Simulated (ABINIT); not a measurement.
## Mg3SnS (Pm-3m): zone-centre phonons

Which modes does Mg3SnS (Pm-3m) have at the zone centre?

Method: DFT LDA, scalar-relativistic, plane waves, HGH norm-conserving pseudopotentials, in ABINIT 10.8.3.

This is a report of a sequence of runs, with most program output left out.

The structure was built from a prototype and need not be the compound's stable phase.

### Step 1. Starting point

The structure is cubic, space group Pm-3m (No. 221). Conventional cell: a = 5.222 Å, b = 5.222 Å, c = 5.222 Å, α = 90.00°, β = 90.00°, γ = 90.00°. Nearest to Sn lie 12 Mg at 3.69 Å. S has 6 Mg at 2.61 Å nearest. Nearest to Mg lie 2 S at 2.61 Å. Farther neighbours and most contacts between anions are not listed.

### Step 2. A first look

A first run with smearing and empty bands tells whether the crystal has a gap, which decides between fixed occupations and smearing later on.

probe.abi

```
# ground state
tolvrs 1.0d-08
prtden 1
prtwf 1

# basis, mesh and filling
ecut 30.0
ixc 7
ngkpt 4 4 4
nshiftk 1
shiftk 0.0 0.0 0.0
istwfk *1
occopt 7
tsmear 0.005
nband 14
nstep 100
diemac 9.0
prtebands 0
prtgsr 0

# cell and atoms
acell 9.868905713 9.868905713 9.868905713
rprim 
    1.0 0.0 0.0
    0.0 1.0 0.0
    0.0 0.0 1.0
ntypat 3
znucl 50 16 12
natom 5
typat 1 2 3 3 3
xred 
    0.0 0.0 0.0
    0.5 0.5 0.5
    0.5 0.5 0.0
    0.5 0.0 0.5
    0.0 0.5 0.5
pp_dirpath "./pseudo"
pseudos "Sn.hgh, S.hgh, Mg.hgh"
```

Launch:

```bash
OMP_NUM_THREADS=1 mpirun -n 4 abinit probe.abi > probe.log
```

Run time: 9.7 s. Hardware: 4 MPI ranks of Arm Neoverse V1, shared host.

This step gave:

| Quantity | Value |
| --- | --- |
| volume per atom | 28.49 Å³ |
| pressure | -8.151 GPa |
| gap on the k-mesh | 0 eV |

No gap opens on this mesh, so smearing is kept; the printed pressure holds the stress of the finite basis too.

### Step 3. Rough relaxation

The typed start is rough, so a first relaxation with smearing and loose thresholds takes it towards rest cheaply.

prerelax.abi

```
# relaxation
ionmov 2
optcell 2
dilatmx 1.15
chkdilatmx 0
ntime 40
tolmxf 3.0d-04
tolvrs 1.0d-10
prtwf 0
prtden 0
chksymtnons 0

# basis, mesh and filling
ecut 31.0
ecutsm 3.0
ixc 7
ngkpt 4 4 4
nshiftk 1
shiftk 0.0 0.0 0.0
istwfk *1
occopt 7
tsmear 0.005
nband 14
nstep 100
diemac 1000000.0
prtebands 0
prtgsr 0

# cell and atoms
acell 9.868905713 9.868905713 9.868905713
rprim 
    1.0 0.0 0.0
    0.0 1.0 0.0
    0.0 0.0 1.0
ntypat 3
znucl 50 16 12
natom 5
typat 1 2 3 3 3
xred 
    0.0 0.0 0.0
    0.5 0.5 0.5
    0.5 0.5 0.0
    0.5 0.0 0.5
    0.0 0.5 0.5
pp_dirpath "./pseudo"
pseudos "Sn.hgh, S.hgh, Mg.hgh"
```

Launch:

```bash
OMP_NUM_THREADS=1 mpirun -n 4 abinit prerelax.abi > prerelax.log
```

It took 94 s on 4 MPI ranks.

Relaxation path:

```csv
step,energy less that of the first step (eV),largest force (eV/Å),volume (Å³)
1,0.0000,0.0000,142.43
2,-0.1739,0.0000,138.94
3,-0.6238,0.0000,88.00
4,-1.1634,0.0000,112.57
5,-1.2380,0.0000,106.56
6,-1.2414,0.0000,104.92
```

```csv
"conventional cell, symmetrised",before,after,change
a (Å),5.222,4.716,-9.7 %
b (Å),5.222,4.716,-9.7 %
c (Å),5.222,4.716,-9.7 %
volume (Å³/atom),28.49,20.98,-26.3 %
```

The relaxed structure:

```xyz
5
Lattice="4.7165 0.0000 0.0000 0.0000 4.7165 0.0000 0.0000 0.0000 4.7165" Properties=species:S:1:pos:R:3 pbc="T T T"
Sn    0.0000    0.0000    0.0000
S     2.3582    2.3582    2.3582
Mg    2.3582    2.3582    0.0000
Mg    2.3582    0.0000    2.3582
Mg    0.0000    2.3582    2.3582
```

Numbers from this step:

```yaml
volume_per_atom: 20.98 Å³
pressure: 0.07460 GPa
```

The volume changes by -26.3 % in this run and stands -26.3 % from the first cell.

### Step 4. Rough relaxation

The cell changed much, so the rough relaxation is repeated on a basis made for the new cell.

Changes to prerelax.abi since step 3:

```diff
@@ -29,3 +29,3 @@
 # cell and atoms
-acell 9.868905713 9.868905713 9.868905713
+acell 8.912868037 8.912868037 8.912868037
 rprim
```

The job ended after 12 s (4 MPI ranks).

Little changed from the start: no atom moved by 0.005 Å and no cell edge by 0.1 %.

The volume changes by +0.0 % in this run and stands -26.3 % from the first cell.

### Step 5. Relaxation

The harmonic expansion needs vanishing forces, and a free crystal bears no stress, so cell and atoms are brought to rest. Stress is more sensitive to the basis than forces are: the last 3 Ha under the cutoff are smoothed with ecutsm, and the cutoff is raised above that of the later runs.

relax.abi, as its differences from prerelax.abi of step 4:

```diff
@@ -3,7 +3,6 @@
 optcell 2
-dilatmx 1.15
-chkdilatmx 0
+dilatmx 1.08
 ntime 40
-tolmxf 3.0d-04
-tolvrs 1.0d-10
+tolmxf 1.0d-05
+tolvrs 1.0d-14
 prtwf 0
@@ -13,6 +12,6 @@
 # basis, mesh and filling
-ecut 31.0
+ecut 38.0
 ecutsm 3.0
 ixc 7
-ngkpt 4 4 4
+ngkpt 6 6 6
 nshiftk 1
@@ -21,3 +20,3 @@
 occopt 7
-tsmear 0.005
+tsmear 0.01
 nband 14
```

Launch:

```bash
OMP_NUM_THREADS=1 mpirun -n 4 abinit relax.abi > relax.log
```

Run time: 65 s. Hardware: 4 MPI ranks.

The steps of the relaxation:

```csv
step,energy less that of the first step (eV),largest force (eV/Å),volume (Å³)
1,0.0000,0.0000,104.92
2,-0.0001,0.0000,104.98
3,-0.0002,0.0000,105.28
```

```csv
"conventional cell, symmetrised",before,after,change
a (Å),4.716,4.722,+0.1 %
b (Å),4.716,4.722,+0.1 %
c (Å),4.716,4.722,+0.1 %
volume (Å³/atom),20.98,21.06,+0.3 %
```

This step gave:

```
volume per atom : 21.06 Å³
pressure        : 6.86e-4 GPa
```

The volume changes by +0.3 % in this run and stands -26.1 % from the first cell.

### Step 6. Ground state

First-order wavefunctions inherit every error of the ground state, hence the very tight tolvrs. Smearing stays on, as the first look found no gap above 0.3 eV.

gs.abi

```
# ground state
tolvrs 1.0d-16
prtden 1
prtwf 1

# basis, mesh and filling
ecut 30.0
ixc 7
ngkpt 6 6 6
nshiftk 1
shiftk 0.0 0.0 0.0
istwfk *1
occopt 7
tsmear 0.01
nband 14
nstep 100
diemac 1000000.0
prtebands 0
prtgsr 0

# cell and atoms
acell 8.922984555 8.922984555 8.922984555
rprim 
    1.0 0.0 0.0
    0.0 1.0 0.0
    0.0 0.0 1.0
ntypat 3
znucl 50 16 12
natom 5
typat 1 2 3 3 3
xred 
    0.0 0.0 0.0
    0.5 0.5 0.5
    0.5 0.5 0.0
    0.5 0.0 0.5
    0.0 0.5 0.5
pp_dirpath "./pseudo"
pseudos "Sn.hgh, S.hgh, Mg.hgh"
```

Launch:

```bash
OMP_NUM_THREADS=1 mpirun -n 4 abinit gs.abi > gs.log
```

Elapsed: 15 s, on 4 MPI ranks.

Read from the output:

| Item | Value |
| --- | --- |
| pressure | -0.08228 GPa |

The cell stands at -0.082 GPa, close enough for phonons.

### Step 7. Zone-centre response

At q = 0 one unit cell holds all displacements. The response is solved for single atoms along the cell's directions, and symmetry skips those that follow from others. The crystal is treated as a metal, which screens a static field, so no field response is asked.

dfpt_gamma.abi

```

# common to the responses
getwfk_filepath "gso_WFK"
kptopt 2
nqpt 1
qpt 0.0 0.0 0.0
asr 0
chneut 0

# displacements
rfphon 1
rfatpol 1 5
rfdir 1 1 1
tolvrs 1.0d-10
prtwf 0

# basis, mesh and filling
ecut 30.0
ixc 7
ngkpt 6 6 6
nshiftk 1
shiftk 0.0 0.0 0.0
istwfk *1
occopt 7
tsmear 0.01
nband 14
nstep 100
diemac 1000000.0
prtebands 0
prtgsr 0

# cell and atoms
acell 8.922984555 8.922984555 8.922984555
rprim 
    1.0 0.0 0.0
    0.0 1.0 0.0
    0.0 0.0 1.0
ntypat 3
znucl 50 16 12
natom 5
typat 1 2 3 3 3
xred 
    0.0 0.0 0.0
    0.5 0.5 0.5
    0.5 0.5 0.0
    0.5 0.0 0.5
    0.0 0.5 0.5
pp_dirpath "./pseudo"
pseudos "Sn.hgh, S.hgh, Mg.hgh"
```

Launch:

```bash
OMP_NUM_THREADS=1 mpirun -n 4 abinit dfpt_gamma.abi > dfpt_gamma.log
```

Run time: 1.9 min. Hardware: 4 MPI ranks; 7.5 min of CPU time.

Numbers from this step:

- largest acoustic frequency at the zone centre before the sum rule: -2.57 cm⁻¹
- highest optical zone-centre mode (no LO-TO term): 445.1 cm⁻¹
- lowest optical zone-centre mode: -117.8 cm⁻¹

The acoustic modes at Γ come out as far as 2.6 cm⁻¹ from zero, where they should vanish, a small numerical error. The lowest optical mode is imaginary, 118i cm⁻¹, an instability at this level and on this k mesh.

### Step 8. Zone-centre analysis

anaddb reads the merged derivatives and imposes the acoustic sum rule.

anaddb.abi

```
ddb_filepath "gamma_DDB"
output_file "anaddb.abo"
outdata_prefix "anaddb"
asr 1
chneut 1
enunit 2
eivec 1
nph1l 1
qph1l 0.0 0.0 0.0 1.0
```

mrgddb.in

```
gamma_DDB
merged
2
dfpt_gammao_DDB
gso_DDB
```

Launch:

```bash
mrgddb < mrgddb.in > mrgddb.log
OMP_NUM_THREADS=1 anaddb anaddb.abi > anaddb.log
```

The job ended after 0.52 s (1 thread).

Read from the output:

| Quantity | Value |
| --- | --- |
| lowest optical zone-centre mode | -117.7 cm⁻¹ |

No LO-TO term; unit eigenvectors of the mass-weighted matrix, from anaddb's displacements. Modes at Γ, with each element's share of the kinetic energy (negative means imaginary):

```csv
mode,frequency (cm⁻¹),symmetry,Sn %,S %,Mg %
1,-117.7,T1u,5,17,78
2,-117.7,T1u,5,17,78
3,-117.7,T1u,5,17,78
4,-105.5,T2u,0,0,100
5,-105.5,T2u,0,0,100
6,-105.5,T2u,0,0,100
7,0.0,acoustic,53,14,33
8,0.0,acoustic,53,14,33
9,0.0,acoustic,53,14,33
10,93.8,T1u,42,32,26
11,93.8,T1u,42,32,26
12,93.8,T1u,42,32,26
13,445.1,T1u,0,36,64
14,445.1,T1u,0,36,64
15,445.1,T1u,0,36,64
```

Displacements in mode 1 (-117.7 cm⁻¹), the largest set to 1:
```
Sn1  0.00  0.00  0.17
S2   0.00  0.00  0.59
Mg3  0.00  0.00  0.37
Mg4  0.00  0.00 -1.00
Mg5  0.00  0.00 -1.00
```

Displacements in mode 10 (93.8 cm⁻¹), the largest set to 1:
```
Sn1  0.00  0.00  0.59
S2   0.00  0.00 -1.00
Mg3  0.00  0.00 -0.94
Mg4  0.00  0.00 -0.31
Mg5  0.00  0.00 -0.31
```

The rule moves no optical mode by more than 0.1 cm⁻¹.

### Step 9. Sum rules set otherwise (asr 0)

Without the rule the raw error of the acoustic modes shows.

Changes to anaddb.abi since step 8:

```diff
@@ -3,4 +3,4 @@
 outdata_prefix "anaddb"
-asr 1
-chneut 1
+asr 0
+chneut 0
 enunit 2
```

mrgddb.in is that of step 8.

Run time: 0.51 s. Hardware: 1 thread.

Numbers from this step:

```yaml
lowest_optical_zone_centre_mode: -117.8 cm⁻¹
```

Zone-centre frequencies as printed; negative means imaginary. Modes:

```csv
mode,frequency (cm⁻¹)
1,-117.8
2,-117.8
3,-117.8
4,-105.5
5,-105.5
6,-105.5
7,-2.57
8,-2.57
9,-2.57
10,93.73
11,93.73
12,93.73
13,445.1
14,445.1
15,445.1
```

### Step 10. Outcome

- space group after relaxation: Pm-3m
- volume per atom: 21.1 Å³
- highest optical zone-centre mode (no LO-TO term): 445.1 cm⁻¹
- lowest optical zone-centre mode: -117.7 cm⁻¹
- imaginary optical modes at the zone centre (no q mesh in this session): yes

**Reading.** At the LDA level the optical modes of Mg3SnS (Pm-3m) at the zone centre run from 118i to 445 cm⁻¹, so the structure is a saddle point, with 6 modes beyond 10i cm⁻¹ there. These are harmonic frequencies at zero temperature: anharmonic shifts and linewidths and thermal expansion are left out. The HGH files keep few electrons and have no core correction, which is cheap but rough for Mg and Sn. In a metal the frequencies hang on the k mesh and the smearing, most of all near Kohn anomalies. The structure is a hypothetical one, built on a prototype.

[Host names and launcher messages were left out of these logs when they were recorded.]

[Logs are printed without paths, hosts, clocks, repeated set-up lines and the standing remarks that a program may print on its own settings, such as how far it seeks lower states.]

[Hosts, paths, dates, database ids (printed as entryN), source tags and the programs' standing remarks are cut or masked in the printed files.]
